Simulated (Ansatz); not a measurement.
# TiC (model cell, started as NiAs type): phonons and vibrational spectra

The cell of TiC (model cell, started as NiAs type) is at rest. What are its phonons? After the zone centre comes a 3×3×2 q mesh on a 15×15×8 k mesh.

Main program and level: Ansatz 0.2.0; DFT PBEsol, scalar-relativistic, plane waves, PAW.

The structure was built from a prototype and need not be the compound's stable phase.

### 1. Starting point

Symmetry: P6_3/mmc, No. 194, hexagonal system. Conventional cell: a = 3.012 Å, b = 3.012 Å, c = 5.341 Å, α = 90.00°, β = 90.00°, γ = 120.00°. Nearest to Ti lie 6 C at 2.19 Å. Nearest to C lie 6 Ti at 2.19 Å. Farther neighbours are not listed.

As a file:

```cif
data_structure
_symmetry_space_group_name_H-M 'P 1'
_symmetry_Int_Tables_number 1
_cell_length_a 3.0120
_cell_length_b 3.0120
_cell_length_c 5.3405
_cell_angle_alpha 90.000
_cell_angle_beta 90.000
_cell_angle_gamma 120.000
_cell_volume 41.96
loop_
_atom_site_label
_atom_site_type_symbol
_atom_site_fract_x
_atom_site_fract_y
_atom_site_fract_z
_atom_site_occupancy
Ti1 Ti 0.00000 0.00000 0.00000 1
Ti2 Ti 0.00000 0.00000 0.50000 1
C3 C 0.33333 0.66667 0.25000 1
C4 C 0.66667 0.33333 0.75000 1
```

### 2. Modes at Γ

The cell comes from relaxations at this level that are not shown. The zone centre comes first: it holds the modes that light can see, as far as symmetry allows. No field response is asked, since the mesh shows no gap.

input.yaml

```yaml
crystal:
  lattice:
    - [3.0119863284, 3.0111e-06, 0.0]
    - [-1.5059957719, 2.6084551707, 0.0]
    - [0.0, 0.0, 5.3405188947]
  atoms:
    - { symbol: Ti, position: [0.0, 0.0, 0.0] }
    - { symbol: Ti, position: [0.0, 0.0, 0.5] }
    - { symbol: C, position: [0.3333333333, 0.6666666667, 0.25] }
    - { symbol: C, position: [0.6666666667, 0.3333333333, 0.75] }
kpoints:
  mp_grid: { grid: [15, 15, 8] }
hamiltonian:
  xc: pbesol
scf:
  occupations: { method: methfessel_paxton, width: 0.15 }
output:
  eigenvalues: true
phonons:
  method: dfpt
```

The run is started by

```bash
ansatz run input.yaml --threads 4 --pin off --max-ram 7168MiB --backend cpu --events-out ev --progress --plain --runs-dir out
```

Numbers of over 12 decimals in the logs are rounded to 6 here.

The program printed:

```text
Engine: ansatz 0.2.0, aarch64-unknown-linux-gnu
Pseudopotentials: kind: paw
Pseudopotential: Ti, paw, valence charge 12, recommended cutoff 420 eV (normal), Ti.paw.azcp
Pseudopotential: C, paw, valence charge 4, recommended cutoff 420 eV (normal), C.paw.azcp
Functional definition: PBEsol
  exchange = pbesol_x
  correlation = pbesol_c
Crystal: 4 atoms, lattice volume = 41.959 Å³
Basis set: ecut = 420 eV, 809 PW (Γ), exchange–correlation on 48×48×72 points (8 copies of the dense FFT grid, shifted against one another)
Bands: 20, of which v1, the nominal top of the filled ones, is band 16 counted from 1 (15 counted from 0)
Symmetry: 24 space group operations
k-points: 488 of 1800 (irreducible under 2 space group operations, time reversal used)
Non-local potential: Ti, projectors of the file, l = 0: 3, l = 1: 2, l = 2: 3, l = 3: 1
Non-local potential: C, projectors of the file, l = 0: 2, l = 1: 2, l = 2: 1
PAW form: soft (Blöchl's): semilocal exchange-correlation on the pseudo side does not see the compensation charge
PAW frozen core: Ti, regenerated for the run's functional, and the local potential with it (the file was generated under x = pbe(κ = 0.804, μ = 0.219515), c = pbe(β = 0.066725))
PAW frozen core: C, regenerated for the run's functional, and the local potential with it (the file was generated under x = pbe(κ = 0.804, μ = 0.219515), c = pbe(β = 0.066725))
PAW one-centre angular grid: Ti, 590 points (default); XC on 64 Gauss nodes
PAW one-centre angular grid: C, 110 points (default); XC on 64 Gauss nodes
Initial density: superposition of atomic densities (neutral atoms: chi_scale 0, normalization atom), corrected by the library's trained network
Initial wavefunctions: pseudopotential atomic-orbital guess
Functional: x = pbesol(κ = 0.804, μ = 0.123457), c = pbesol(β = 0.046)
SCF iter   1: F=—  HF=-5442.992781 eV  |F-HF|=—  |Δ(HF+E_count)|=         —  Δρ=1.17e-2  dr2=5.81e-2  ethr=1.77e-3  ⟨swp⟩=4.8  Hψ=37897  notcnv=0
preconditioner: auto → Kerker (q_TF=auto, 2.608 Å⁻¹)  [metal: Δε(μ)=0.022 eV  Ē_g=6.096 eV  σ=0.150 eV  W_gap=0.12  n_scr=10 (ndim 8)  ℏωp=22.9 eV  f_vac=0.000  D(μ)=0.84/eV (n_scr^D=2)]
SCF iter   2: F=—  HF=-5442.980560 eV  |F-HF|=—  |Δ(HF+E_count)|=   1.22e-2  S|Δr|=    0.00e0  Δρ=4.94e-3  dr2=8.39e-3  ethr=1.82e-4  ⟨swp⟩=1.0  Hψ=13664  notcnv=0
SCF iter   3: F=—  HF=-5442.978358 eV  |F-HF|=—  |Δ(HF+E_count)|=   2.20e-3  S|Δr|=    0.00e0  Δρ=8.50e-4  dr2=1.79e-4  ethr=2.62e-5  ⟨swp⟩=2.0  Hψ=13638  notcnv=0
SCF iter   4: F=—  HF=-5442.978352 eV  |F-HF|=—  |Δ(HF+E_count)|=   6.19e-6  S|Δr|=    0.00e0  Δρ=2.16e-4  dr2=1.50e-5  ethr=5.61e-7  ⟨swp⟩=2.8  Hψ=15848  notcnv=0
SCF iter   5: F=—  HF=-5442.978349 eV  |F-HF|=—  |Δ(HF+E_count)|=   2.84e-6  S|Δr|=    0.00e0  Δρ=3.90e-5  dr2=7.84e-7  ethr=4.70e-8  ⟨swp⟩=2.5  Hψ=14231  notcnv=0
SCF iter   6: F=—  HF=-5442.978348 eV  |F-HF|=—  |Δ(HF+E_count)|=   8.35e-7  S|Δr|=    0.00e0  Δρ=9.86e-6  dr2=5.20e-8  ethr=2.45e-9  ⟨swp⟩=2.0  Hψ=13670  notcnv=0
SCF iter   7: F=—  HF=-5442.978348 eV  |F-HF|=—  |Δ(HF+E_count)|=   6.70e-9  S|Δr|=    0.00e0  Δρ=1.28e-6  dr2=5.79e-10  ethr=1.63e-10  ⟨swp⟩=2.0  Hψ=13620  notcnv=0
SCF iter   8: F=—  HF=-5442.978348 eV  |F-HF|=—  |Δ(HF+E_count)|=  6.37e-11  S|Δr|=    0.00e0  Δρ=2.21e-7  dr2=1.58e-11  ethr=1.81e-12  ⟨swp⟩=2.9  Hψ=17355  notcnv=0
SCF iter   9: F=-5442.978348 eV  HF=-5442.978348 eV  |F-HF|=1.82e-12  |Δ(HF+E_count)|=  1.82e-12  S|Δr|=    0.00e0  Δρ=3.79e-8  dr2=3.36e-13  ethr=1.00e-12  ⟨swp⟩=4.2  Hψ=35630  notcnv=0
SCF 1 converged in 9 iterations: F = -5442.978348 eV  dr2 = 3.36e-13
  greatest PAW one-centre occupation: 0.999 electrons in one spin orbital (limit 2), on the Ti atom at site 1 (counted from 0), in its partial waves of l = 0
DFPT response loops at Γ: preconditioner auto → Kerker (q_TF=auto, 2.608 Å⁻¹) (partly filled bands, converged f_vac=0.000); β = 1.00, the filter's whole step (`scf.mixing.beta` (0.50) is not read by the response loops under this deck's `scf.mixing.preconditioner`; to damp them name `kerker` or `kerker_dos`, under which they read `scf.mixing.beta`, and type it under 1.00, their step now; both keys bind the ground state too); Broyden in place of MSR1
SCF converged after 9 iterations
Stability not checked: this state was not tested for a lower state beside it, because cold or Methfessel-Paxton smearing, or corrected tetrahedra, fill the levels in a way that the test cannot read (fill_not_monotonic; see scf.lower_state_search)
Free energy (F): -5442.978348 eV
Harris-Foulkes:  -5442.978348 eV  (|F-HF|=1.82e-12)
Internal energy: -5442.979024 eV  (E = F + TS)
E sigma→0 (E₀):  -5442.978517 eV
Entropy (-TS):   0.000676 eV (0.169 meV/atom)
Fermi energy:    13.898280 eV
--- Per-component energies (eV) ---
  E_band       = -238.542406
  E_kinetic    = 722.667010
  E_local      = -1630.136858  (includes V_loc(G=0)·N_el)
  E_nonlocal   = 67.036557
  E_hartree    = 658.725850
  E_xc         = -291.730530
  E_vxc        = -365.620336  (∫ρ·V_xc dr)
  E_paw        = -2232.542205  (= ΣΔE_a)
  E_vpaw       = -349.940694  (= ΣTr[D̂ρ^β])
  E_aug_tail   = 0.000233  (compensation charges beyond the density's cutoff)
  E_ewald      = -2737.320050
  E_core_change = 0.320970  (= ΣΔE_core)
  E_smearing   = 0.000676  (= −TS)
  E_closure    = 0.000000  (closes the sum)
  Σ components = -5442.978348   (vs F -5442.978348, Δ=0.00e0)
--- Band table (eV; the first three rows and the last of 488) ---
  k-point 0: bands = [... 12 lower, 11.6999, 12.7743, 15.0919, 15.0919, 15.0993, 15.0993, 15.2401, 16.0509]
  k-point 1: bands = [... 12 lower, 11.7695, 12.6815, 14.6772, 14.6772, 15.1442, 15.1442, 15.2765, 16.2940]
  k-point 2: bands = [... 12 lower, 11.9764, 12.3611, 13.9973, 13.9973, 15.2962, 15.2962, 15.4558, 16.3409]
  k-point 487: bands = [... 12 lower, 11.0715, 11.5060, 11.7010, 12.9714, 14.8258, 15.7235, 16.2740, 17.3624]
--- Phonons (Γ-DFPT): 4 representative perturbations + reference, on 488 of 1800 k-points (Σ response iterations 12) ---
  k mesh reduced under 2 symmetry operations, with k and −k counted as one. Each operation leaves every solved perturbation unchanged. A smaller set is not used because it would not reduce the number of displacements times k-points to solve
  ASR residual: 9.904e-6 → 0.000e0 eV/Å²; symmetrization residual: 1.205e-4 eV/Å²
  ASR residual per site (eV/Å²): 9.90e-6 9.90e-6 2.37e-6 2.37e-6
  Γ frequencies (cm⁻¹): 0.00 0.00 0.00 130.33 130.33 222.03 222.03 422.36 422.36 456.88 543.17 689.25
  non-analytic LO–TO correction: not included (Born effective charges unavailable; polar crystals: no LO–TO splitting at Γ)
```

Run time: 47 s. Hardware: 4 threads of Arm Neoverse V2, shared host; peak memory 1.6 GiB; 2.9 min of CPU time.

This step gave:

| Property | Result |
| --- | --- |
| volume per atom | 10.49 Å³ |
| gap on the k-mesh | 0 eV |
| sum-rule residual before enforcement | 9.90e-6 eV/Å² |
| point group | 6/mmm |
| highest optical mode at the zone centre (no LO-TO term) | 689.2 cm⁻¹ |
| lowest optical zone-centre mode | 130.3 cm⁻¹ |

Patterns of degenerate modes are one choice out of their space. The modes at Γ (shares of kinetic energy by element, %):

```csv
mode,frequency (cm⁻¹),symmetry,Ti %,C %
1,0.0,acoustic,80,20
2,0.0,acoustic,80,20
3,0.0,acoustic,80,20
4,130.3,E2u,100,0
5,130.3,E2u,100,0
6,222.0,E1u,20,80
7,222.0,E1u,20,80
8,422.4,E2g,0,100
9,422.4,E2g,0,100
10,456.9,B2u,100,0
11,543.2,A2u,20,80
12,689.2,B1g,0,100
```

Displacements in mode 4 (130.3 cm⁻¹), the largest set to 1:
```
Ti1  0.00  1.00  0.00
Ti2  0.00 -1.00  0.00
C3   0.00  0.00  0.00
C4   0.00  0.00  0.00
```

Displacements in mode 12 (689.2 cm⁻¹), the largest set to 1:
```
Ti1  0.00  0.00  0.00
Ti2  0.00  0.00  0.00
C3   0.00  0.00  1.00
C4   0.00  0.00 -1.00
```

Before it was imposed, the acoustic sum rule was missed by 9.9e-6 eV/Å². Small misses are needed for a sound result but don't prove that mesh and cutoff are converged. The lowest optical mode is real, 130 cm⁻¹.

### 3. Response at finite wavevector

Stability and thermal properties need the whole zone. Linear response on a 3×3×2 q mesh gives force constants as far as a supercell of that size would.

input.yaml, as its differences from that of step 2:

```diff
@@ -20 +20,9 @@
   method: dfpt
+  qmesh: [3, 3, 2]
+  temperatures: { t_max: 1000, t_step: 50 }
+  qpath:
+    path:
+      - [[0.0, 0.0, 0.0], [0.5, 0.0, 0.0], [0.33333333, 0.33333333, 0.0], [0.0, 0.0, 0.0], [0.0, 0.0, 0.5], [0.5, 0.0, 0.5], [0.33333333, 0.33333333, 0.5], [0.0, 0.0, 0.5]]
+      - [[0.5, 0.0, 0.5], [0.5, 0.0, 0.0]]
+      - [[0.33333333, 0.33333333, 0.5], [0.33333333, 0.33333333, 0.0]]
+    npoints: 10
```

The program printed:

```text
Warning: phonons: the dynamical matrix that this run interpolates holds no multipole term above the dipole-dipole one, and a site of this crystal is no centre of inversion, so its interpolated transverse optical and acoustic branches and sound speeds can stay off near Gamma, and the density of states and the thermodynamics with them. What a run solves at a wave vector of phonons.qpoints, Gamma apart, where the deck admits one, is free of this, and under fd what a larger phonons.supercell samples
[...]
Crystal: 4 atoms, lattice volume = 41.959 Å³
Basis set: ecut = 420 eV, 809 PW (Γ), exchange–correlation on 48×48×72 points (8 copies of the dense FFT grid, shifted against one another)
Bands: 20, of which v1, the nominal top of the filled ones, is band 16 counted from 1 (15 counted from 0)
Symmetry: 24 space group operations
k-points: 135 of 1800
[...]
SCF iter   1: F=—  HF=-5442.992749 eV  |F-HF|=—  |Δ(HF+E_count)|=         —  Δρ=1.17e-2  dr2=5.81e-2  ethr=1.77e-3  ⟨swp⟩=4.8  Hψ=10614  notcnv=0
[...]
SCF iter   9: F=-5442.978348 eV  HF=-5442.978348 eV  |F-HF|=1.82e-12  |Δ(HF+E_count)|=  1.82e-12  S|Δr|=    0.00e0  Δρ=3.77e-8  dr2=3.31e-13  ethr=1.00e-12  ⟨swp⟩=4.3  Hψ=9831  notcnv=0
SCF 1 converged in 9 iterations: F = -5442.978348 eV  dr2 = 3.31e-13
[...]
iter 1 solved again at ethr=1.87e-8 eV; its pass at ethr=3.10e-3 eV (dr2=5.97e-6 eV) is discarded
SCF iter   1: F=—  HF=-5442.978348 eV  |F-HF|=—  |Δ(HF+E_count)|=         —  Δρ=1.19e-7  dr2=3.03e-12  ethr=1.87e-8  ⟨swp⟩=2.9  Hψ=17910  notcnv=0
eigensolver tolerance schedule: the retry pair's looser diagonalisation over-reported the residual by 1972788.13 of it (diagonalisation noise at an unbounded share of the residual, at the tolerance the schedule requests for it); recorded, not acted on — ethr = c·dr2/N_el stays at c = 1.0e-1
[...]
SCF iter   2: F=—  HF=-5442.978348 eV  |F-HF|=—  |Δ(HF+E_count)|=   4.35e-7  S|Δr|=    0.00e0  Δρ=6.10e-8  dr2=8.71e-13  ethr=1.00e-12  ⟨swp⟩=4.8  Hψ=9098  notcnv=0
SCF iter   3: F=-5442.978348 eV  HF=-5442.978348 eV  |F-HF|=9.09e-13  |Δ(HF+E_count)|=  9.09e-13  S|Δr|=    0.00e0  Δρ=3.97e-8  dr2=3.91e-13  ethr=1.00e-12  ⟨swp⟩=1.0  Hψ=5954  notcnv=0
SCF 2 converged in 3 iterations: F = -5442.978348 eV  dr2 = 3.91e-13
phonons: the bands overlap, so this run is a metal and interpolates without the dipole-dipole term. If the crystal is really an insulator or semiconductor, its LO-TO splitting is missing
NSCF: frozen V_eff on 135 k-points
[...]
DFPT response loops at q = (0, 0, 0) (fractional): preconditioner auto → Kerker (q_TF=auto, 2.608 Å⁻¹) (partly filled bands, converged f_vac=0.000); β = 1.00, the filter's whole step (`scf.mixing.beta` (0.50) is not read by the response loops under this deck's `scf.mixing.preconditioner`; to damp them name `kerker` or `kerker_dos`, under which they read `scf.mixing.beta`, and type it under 1.00, their step now; both keys bind the ground state too); Broyden in place of MSR1
[...]
SCF converged after 9 iterations
[...]
Free energy (F): -5442.978348 eV
[...]
Internal energy: -5442.979024 eV  (E = F + TS)
E sigma→0 (E₀):  -5442.978517 eV
Entropy (-TS):   0.000676 eV (0.169 meV/atom)
Fermi energy:    13.898280 eV
[...]
--- Band table (eV; the first three rows and the last of 135) ---
  k-point 0: bands = [... 12 lower, 11.6999, 12.7743, 15.0919, 15.0919, 15.0993, 15.0993, 15.2401, 16.0509]
  k-point 1: bands = [... 12 lower, 11.7695, 12.6815, 14.6772, 14.6772, 15.1442, 15.1442, 15.2765, 16.2940]
  k-point 2: bands = [... 12 lower, 11.9764, 12.3611, 13.9973, 13.9973, 15.2962, 15.2962, 15.4558, 16.3409]
  k-point 134: bands = [... 12 lower, 11.4108, 11.4108, 11.6847, 11.6847, 15.2911, 15.2911, 16.9593, 16.9593]
--- Phonons (Γ-DFPT): 4 representative perturbations + reference (Σ response iterations 12) ---
  ASR residual: 1.093e-5 → 0.000e0 eV/Å²; symmetrization residual: 7.777e-7 eV/Å²
  ASR residual per site (eV/Å²): 1.09e-5 1.09e-5 3.01e-6 3.01e-6
[...]
--- Phonons (arbitrary-q DFPT): 6 irreducible q on the 3×3×2 mesh ---
  q = [0.0000, 0.0000, 0.0000] (star 1, of the zone-centre solve; hermiticity 3.49e-8, symmetrization 1.65e-8): 0.00 0.00 0.00 130.33 130.33 222.03 222.03 422.36 422.36 456.88 543.17 689.25
  q = [0.0000, 0.0000, -0.5000] (star 1, 4 solved perturbations in 1793 linear systems a pass and spin channel, the states on 901 of 1800 k-point pairs; hermiticity 5.65e-8, symmetrization 1.31e-8): 117.05 117.05 117.05 117.05 314.79 314.79 379.63 379.63 379.63 379.63 593.16 593.16
[...]
sum rule: each row above includes the acoustic sum rule's correction from the zone centre's row sums; it moved no ω² by more than (0.26 cm⁻¹)²
  mesh force constants: q→R imaginary residual 0.00e0; ASR residual 1.093e-5 → 0.000e0 eV/Å²; symmetrization residual 1.421e-14 eV/Å²
  interpolated dispersion: 93 rows × 12 modes
  density of states and harmonic sums: on the 24×24×12 q-mesh, interpolated from the force constants of a 3×3×2 supercell (no non-analytic term)
  largest difference from the sums on the solved wave vectors: F 2.36e-2 eV, S 3.79e-5 and C_V 1.43e-5 eV/K
  zero-point energy: 0.291153 eV/cell   skipped modes (ω ≤ 0): 3   left out of the sums: 3.62e-5 of the cell's modes: C_V's classical limit lies that fraction below 3 k_B per atom; for a crystal, a wire or a layer, F and S can be off by more, and a phonons.interpolated_qmesh denser along its periods is the remedy for the sampling
```

It took 9.3 min on 4 threads; peak memory 4 GiB.

Numbers from this step:

```
sum-rule residual before enforcement                    : 1.09e-5 eV/Å²
lowest frequency on the path                            : 0 cm⁻¹
highest frequency on the path or at a solved wavevector : 689.3 cm⁻¹
mean frequency                                          : 391.4 cm⁻¹
Debye temperature (second moment)                       : 776 K
logarithmic mean frequency                              : 359.5 cm⁻¹
lowest mode on the q mesh (acoustic modes at Γ apart)   : 117.0 cm⁻¹
zero-point energy per atom                              : 72.79 meV
heat capacity at 300 K                                  : 18.48 J/(mol atoms K)
vibrational entropy at 300 K                            : 15.02 J/(mol atoms K)
```

Frequencies (cm⁻¹) solved at each irreducible wavevector; negative means imaginary. Frequencies by wavevector, by row:

```csv
q in reciprocal lattice units,star,mode 1,mode 2,mode 3,mode 4,mode 10,mode 11,mode 12
0 0 0,1,0,0,0,130.3,456.9,543.2,689.2
0 0 -0.5,1,117,117,117,117,379.6,593.2,593.2
0 0.3333 0,6,158.5,188.8,196.2,322.4,531.7,579,602.8
0 0.3333 -0.5,6,191.2,191.2,294.5,294.5,512.5,595.4,595.4
0.3333 0.3333 0,2,177.4,314,314,335.6,535.7,535.7,610.2
0.3333 0.3333 -0.5,2,300.1,300.1,311.3,311.3,546,567,567
```

Interpolated from a 3×3×2 q mesh. The phonon branches at the labelled points (cm⁻¹):

```csv
point,branch 1,branch 2,branch 3,branch 4,branch 9,branch 10,branch 11,branch 12
Γ,0,0,0,130,422,457,543,689
halfway,140,158,170,274,483,494,532,635
M,167,206,230,365,524,546,555,650
halfway,173,249,270,352,525,539,548,633
K,177,314,314,336,515,536,536,610
halfway,151,186,195,290,490,528,530,620
Γ,0,0,0,130,422,457,543,689
halfway,78,78,129,129,419,419,552,658
A,117,117,117,117,380,380,593,593
halfway,165,165,264,264,478,478,594,594
L,218,218,300,300,539,539,598,598
halfway,258,258,300,300,542,542,587,587
H,300,300,311,311,546,546,567,567
halfway,190,190,282,282,493,493,593,593
A,117,117,117,117,380,380,593,593
jump to L,218,218,300,300,539,539,598,598
halfway,209,213,227,367,527,550,562,634
M,167,206,230,365,524,546,555,650
jump to H,300,300,311,311,546,546,567,567
halfway,220,312,312,335,525,540,540,599
K,177,314,314,336,515,536,536,610
```

Tetrahedra on a 24×24×12 mesh, mean over bins of 10 cm-1. Interpolated from a 3×3×2 q mesh. Phonon density of states against wavenumber; read off at these points:

```csv
wavenumber (cm⁻¹),phonon density of states (1/cm⁻¹/cell)
5,0
25,6.0e-5
55,5.3e-4
75,0.00114
105,0.003
125,0.00662
145,0.0122
175,0.0245
195,0.0225
215,0.0279
245,0.0215
265,0.0189
295,0.0175
315,0.0166
335,0.0279
355,0.0352
365,0.0333
385,0.0219
405,0.0219
435,0.0209
455,0.0206
485,0.0242
505,0.0369
525,0.0377
535,0.0497
555,0.0149
575,0.0199
595,0.0311
625,0.0117
645,0.00494
675,0.00132
695,0
```

[end of part 1 of 2]

[Logs are printed without paths, hosts, clocks, repeated set-up lines and the standing remarks that a program may print on its own settings, such as how far it seeks lower states.]

[Hosts, paths, dates, database ids (printed as entryN), source tags and the programs' standing remarks are cut or masked in the printed files.]
